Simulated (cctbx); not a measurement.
**Symmetry from intensities**

Cell: a = 9.4000 Å, b = 9.4000 Å, c = 9.4000 Å, α = 90.00°, β = 90.00°, γ = 90.00°. Expected content of the cell: Au12 Pr12 V16.

The data are simulated with cctbx, not measured: synchrotron X-rays, λ = 0.4959 Å, to d = 0.84 Å, 50 % of the full sphere, strongest reflection 20000 counts, noise from counting, a 2 % proportional error and a noise floor of 8 counts (s.d.); no absorption, some extinction.

A first pass over the reflections prints:

```text
2917 reflections to d = 0.841 A
centring   violations  <I/sigma> of those
    A        614 of  1477      9.4
    B        607 of  1447      9.2
    C        603 of  1478      9.1
    I          0 of  1496     -0.0
    R        773 of  1941     10.3
    F        912 of  2201      9.2
Laue class    unique    Rint  (classes that these axes allow; Friedel mates merged)
I 1 2/m 1         699   0.032
I 1 1 2/m         722   0.032
I 2/m 1 1         704   0.030
I m m m           428   0.034
I 4/m             387   0.033
I 4/m m m         238   0.034
I m -3            148   0.035
I m -3 m           94   0.036
space group    extra absences  I>4sigma  <I/sigma>
I 4 3 2                 0          0         -  acentric
I 41 3 2               10          0      -0.2  acentric
I -4 3 m                0          0         -  acentric
I -4 3 d              188          0      -0.1  acentric
I m -3 m                0          0         -  centric
Wilson B = 0.78 A^2   <|E^2-1|> = 0.721 (0.968 centric, 0.736 acentric)   E^2>4: 2.5 %
shell (A)         n   <I/sigma>
 6.65 - 1.62     17     62.1
 1.62 - 1.29     15     48.6
 1.29 - 1.13     13     61.5
 1.13 - 1.03     12     67.9
 1.03 - 0.95     10     62.2
 0.95 - 0.90     16     39.8
 0.90 - 0.85     11     56.4
```

**Question.** What are the lattice type, the Laue class and the likely space group?

The reflections that I centring forbids are absent (⟨I/σ⟩ near 0), so the lattice is I.

Rint stays low (0.030 to 0.036) up to I m -3 m, the highest class in these axes.

5 settings pass the absence test. The most absences obeyed, 188, belong to I -4 3 d alone.

⟨|E²−1|⟩ = 0.721 leans to a non-centrosymmetric structure. The Wilson B of 0.78 Å² means U ≈ 0.0099 Å².

The true group is I-43d (no. 220), Laue class m-3m, non-centrosymmetric. The tables fix it.

The model is made up (kin elements in a known structure type, no relaxation), so it says nothing on whether the phase exists.

[Logs are printed without paths, hosts, clocks, repeated set-up lines and the standing remarks that a program may print on its own settings, such as how far it seeks lower states.]
